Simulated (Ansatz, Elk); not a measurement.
# Bonding as seen by X-rays: Li3FeSI2F, part 2 of 2

Structure refinements treat a crystal as free atoms side by side. For a made-up structure of Li3FeSI2F (cell and positions from a PBE relaxation) the runs below show what the calculated density changes in F(hkl).

Elk 11.2.3 (patched build); all-electron DFT.

So far: Starting point; Ground state and structure factors; The magnetisation density; The highest occupied states alone.

The structure was built from a prototype and need not be the compound's stable phase.

## 5. Another functional

Level of this step: DFT, PBEsol, all-electron APW+lo, Dirac cores, scalar-relativistic bands, static density, ferromagnetic start (Elk).

The difference from free atoms is small, so it is set against the change that PBEsol makes.

The input, elk.in:

```
tasks
  0
  195
  196

xctype
  22

spinpol
  .true.

rgkmax
  7.0

gmaxvr
  14.0

lmaxo
  7

lmaxapw
  8

swidth
  0.002

tshift
  .false.

ramdisk
  .false.

hmaxvr
  5.5

maxscl
  120

epspot
  1e-06

reducebf
  0.8

sppath
  './'

avec
  6.97259767747 -0.00000000000 0.00000000000
  -0.00000000000 6.97259767747 0.00000000000
  0.00000000000 0.00000000000 22.06791504369

atoms
  5
  'I.in'
  2
  -0.0000000000 0.0000000000 0.7326869662   0.000000 0.000000 0.000000
  -0.0000000000 -0.0000000000 0.2673130338   0.000000 0.000000 0.000000
  'Fe.in'
  1
  -0.0000000000 -0.0000000000 -0.0000000000   0.000000 0.000000 -0.170000
  'S.in'
  1
  0.5000000000 0.5000000000 -0.0000000000   0.000000 0.000000 0.000000
  'F.in'
  1
  0.5000000000 0.5000000000 0.5000000000   0.000000 0.000000 0.000000
  'Li.in'
  3
  0.5000000000 0.5000000000 0.6588771332   0.000000 0.000000 0.000000
  -0.0000000000 -0.0000000000 0.5000000000   0.000000 0.000000 0.000000
  0.5000000000 0.5000000000 0.3411228668   0.000000 0.000000 0.000000

ngridk
  5 5 2
```

Started as:

```console
> OMP_NUM_THREADS=4 elk
```

Numbers of over 12 decimals in the logs are rounded to 6 here.

Output:

```text
┌─────────────────────────┐
│ Elk code version 11.2.3 │
└─────────────────────────┘

All units are atomic (Hartree, Bohr, etc.)

┌─────────────────────────────────────────────────┐
│ Ground-state run starting from atomic densities │
└─────────────────────────────────────────────────┘

Lattice vectors :
   6.972597677      -0.000000000       0.000000000
  -0.000000000       6.972597677       0.000000000
   0.000000000       0.000000000       22.06791504

Reciprocal lattice vectors :
  0.9011254625       0.000000000      -0.000000000
[...]
muffin-tins
  species : 1 (I)
[...]
species : 2 (Fe)
[...]
species : 3 (S)
[...]
species : 4 (F)
[...]
species : 5 (Li)
[...]
atom 2                    :   0.3082750149E-02
   atom 3                    :   0.9025278920E-04
 total in muffin-tins        :    3.508127499
 total moment                :    3.682719799

┌──────────────────────────────┐
│ Self-consistent loop stopped │
└──────────────────────────────┘

Warning : core states of species 1 leak from the muffin-tin :   0.2040580708E-03

Wrote STATE.OUT
[key lines of the parts left out:]
total energy                :     -16024.618636422
```

Wall time 5.7 min (4 threads of Arm Neoverse V1, shared host); peak memory 0.68 GiB.

Against the first run R = 0.03 %; the largest change is -0.068 at 110. The moment goes from 3.68 to 3.68 μB.

## 6. Basis size

A smaller basis shows how fast F responds to it; the change is likely larger than the basis error of the first run, but doesn't show convergence.

Edit elk.in of step 5 so:

```diff
@@ -6,3 +6,3 @@
 xctype
-  22
+  20
 
@@ -12,3 +12,3 @@
 rgkmax
-  7.0
+  5.5
```

Started as:

```console
> OMP_NUM_THREADS=4 elk
```

Output:

```text
┌─────────────────────────┐
│ Elk code version 11.2.3 │
└─────────────────────────┘

All units are atomic (Hartree, Bohr, etc.)

┌─────────────────────────────────────────────────┐
│ Ground-state run starting from atomic densities │
└─────────────────────────────────────────────────┘

Lattice vectors :
   6.972597677      -0.000000000       0.000000000
  -0.000000000       6.972597677       0.000000000
   0.000000000       0.000000000       22.06791504

Reciprocal lattice vectors :
  0.9011254625       0.000000000      -0.000000000
[...]
muffin-tins
  species : 1 (I)
[...]
species : 2 (Fe)
[...]
species : 3 (S)
[...]
species : 4 (F)
[...]
species : 5 (Li)
[...]
atom 2                    :   0.3092721193E-02
   atom 3                    :   0.6954529431E-04
 total in muffin-tins        :    3.503892655
 total moment                :    3.683316241

┌──────────────────────────────┐
│ Self-consistent loop stopped │
└──────────────────────────────┘

Warning : core states of species 1 leak from the muffin-tin :   0.2023731325E-03

Wrote STATE.OUT
[key lines of the parts left out:]
total energy                :     -16032.745226982
```

Wall time 5.4 min (4 threads); peak memory 0.63 GiB; 18 min of CPU time.

Against the first run R = 0.03 %; the largest change is +0.040 at 006. The moment goes from 3.68 to 3.68 μB.

## 7. With a Hubbard U

A Hubbard U is put on the d shell, to see how far it moves the factors.

Edit elk.in of step 6 so:

```diff
@@ -12,3 +12,3 @@
 rgkmax
-  5.5
+  7.0
 
@@ -75 +75,5 @@
   5 5 2
+
+dft+u
+  1 1
+  2 2 0.146997 0.000000
```

Started as:

```console
> OMP_NUM_THREADS=4 elk
```

Output:

```text
┌─────────────────────────┐
│ Elk code version 11.2.3 │
└─────────────────────────┘

All units are atomic (Hartree, Bohr, etc.)

┌─────────────────────────────────────────────────┐
│ Ground-state run starting from atomic densities │
└─────────────────────────────────────────────────┘

Lattice vectors :
   6.972597677      -0.000000000       0.000000000
  -0.000000000       6.972597677       0.000000000
   0.000000000       0.000000000       22.06791504

Reciprocal lattice vectors :
  0.9011254625       0.000000000      -0.000000000
[...]
species : 1 (I)
[...]
species : 2 (Fe)
[...]
species : 3 (S)
[...]
species : 4 (F)
[...]
species : 5 (Li)
[...]
atom 2                    :   0.2063454835E-02
   atom 3                    :  -0.5161111399E-04
 total in muffin-tins        :    3.785752349
 total moment                :    3.940905776

┌──────────────────────────────┐
│ Self-consistent loop stopped │
└──────────────────────────────┘

Warning : core states of species 1 leak from the muffin-tin :   0.2023753239E-03

Warning : forces or DFT+U at lmaxo under 8 : 7

Wrote STATE.OUT
[key lines of the parts left out:]
total energy                :     -16032.753020886
```

Wall time 11 min (4 threads); peak memory 0.67 GiB.

## 8. Settings against the effect

```
          run  R against the first run (%)  R against neutral atoms, low angle (%)  wall time
PBE, rgkmax 7                         0.00                                    0.35    5.9 min
       PBEsol                         0.03                                    0.34    5.7 min
   rgkmax 5.5                         0.03                                    0.33    5.4 min
```

## 9. What came out

* R against neutral atoms, sin θ/λ < 0.3 Å⁻¹: 0.35 %
* R against neutral atoms, 0.3 to 0.64 Å⁻¹: 0.15 %
* magnetic form factor over free-ion ⟨j0⟩, 0.12 to 0.35 Å⁻¹: 0.91

Independent neutral atoms miss the calculated amplitudes by R = 0.35 % below 0.3 Å⁻¹ and 0.15 % from there to 0.64 Å⁻¹; by shells, 0.44 % below 0.15 Å⁻¹ (5 forms), 0.34 % 0.15 to 0.3 (19 forms), 0.13 % 0.3 to 0.45 (39 forms), 0.17 % above 0.45 (86 forms). Bonding, aspherical density and the tables' own atoms all enter these figures, and the runs don't part them. The largest change of an amplitude is +0.53 electrons, at 003. The magnetic order is that of the start. No other order was tried here, and an antiferromagnetic one would change or move the magnetic intensity. Between 0.12 and 0.35 Å⁻¹ the magnetic form factor is 0.91 times the free-ion one. The sphere holds 3.33 of the 3.68 μB; that share, the choice of ion, the size of the d shell and its asphericity all move this ratio. The window's part falls from 36.0 electrons at the origin to at most 2.26 between 0.45 and 0.64 Å⁻¹, where compact states inside the window still scatter. Below 0.3 Å⁻¹ the changes that finished (PBEsol and rgkmax 5.5) move F by R = 0.04 % at most, against the 0.35 % that separates it from free atoms. The magnetic factors move by R = 0.3 % (PBEsol) and 0.5 % (rgkmax 5.5). The k-mesh has no finished test. Part of the difference isn't bonding: the tables are fits to free atoms and ions calculated by other methods than this functional. Thermal motion, anomalous dispersion and extinction are left out.

[Logs are printed without paths, hosts, clocks, repeated set-up lines and the standing remarks that a program may print on its own settings, such as how far it seeks lower states.]

[Hosts, paths, dates, database ids (printed as entryN), source tags and the programs' standing remarks are cut or masked in the printed files.]
